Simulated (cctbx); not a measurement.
# Interatomic vectors of SmTi2Al4

Space group I4/mmm (no. 139), a = 6.7510 Å, b = 6.7510 Å, c = 5.3020 Å, α = 90.00°, β = 90.00°, γ = 90.00°, content Sm2 Ti4 Al8.

Simulated single-crystal data (cctbx): Mo Kα, λ = 0.71073 Å, to d = 0.77 Å, 50 % of the full sphere, strongest reflection 70000 counts, noise from counting, a 1.5 % proportional error and a noise floor of 8 counts (s.d.); no absorption, some extinction.

Patterson synthesis, origin scaled to 1000:

```text
Patterson group I 4/m m m
      u       v       w   height  length (A)
  0.000   0.000   0.000   1000.0     0.00
  0.000   0.500   0.250    359.8     3.63
  0.196   0.196   0.500    230.7     3.24
  0.000   0.000   0.500     73.4     2.65
  0.200   0.300   0.250     39.9     2.77
  0.000   0.396   0.000     26.1     2.67
  0.053   0.143   0.082      5.4     1.12
  0.111   0.111   0.067     -0.4     1.12
  0.000   0.071   0.194     -0.5     1.13
  0.000   0.344   0.323     -4.6     2.89
  0.150   0.150   0.266     -6.7     2.01
  0.000   0.196   0.262     -8.5     1.92
  0.084   0.323   0.500     -9.2     3.48
  0.063   0.288   0.000     -9.3     1.99
```

**Question.** Which atom pairs make the peaks, and where is the heaviest atom?

A peak at u stands for all pairs with xi − xj = u, with weight Σ ZiZj against Σ Z² = 10976 at the origin. Peak heights follow these weights only roughly, since form factors, motion and series ripples differ, all vectors within 0.55 Å of a peak are counted as merged into it though the farther ones add only part of their weight, and F(000) is left out, which lowers the whole map:

| u | v | w | shortest length (Å) | height | 1000 ΣZiZj/ΣZ² | pairs in the cell |
| --- | --- | --- | --- | --- | --- | --- |
| 0.000 | 0.500 | 0.250 | 3.63 | 360 | 497 | 4 × Sm–Ti |
| 0.196 | 0.196 | 0.500 | 2.90 | 231 | 294 | 4 × Sm–Al |
| 0.000 | 0.000 | 0.500 | 2.65 | 73 | 176 | 4 × Ti–Ti |

The table stops at ten peaks or at a height of 45, below which ripples compete. In the model behind the data Sm, the heaviest element, has 1 independent site: (0, 0, 0), up to an allowed shift of origin. No listed peak is a Sm–Sm vector, so the position follows from the cell content and the cross vectors. The whole model:

| atom | mult. | x | y | z | Ueq (Å²) |
| --- | --- | --- | --- | --- | --- |
| Sm1 | 2 | 0 | 0 | 0 | 0.0173 |
| Ti1 | 4 | 0 | 1/2 | 1/4 | 0.0372 |
| Al1 | 8 | 0.6943 | 0.6943 | 0 | 0.0305 |

This is a model crystal, built by substitution and not relaxed, with assumed displacement parameters.

[Logs are printed without paths, hosts, clocks, repeated set-up lines and the standing remarks that a program may print on its own settings, such as how far it seeks lower states.]
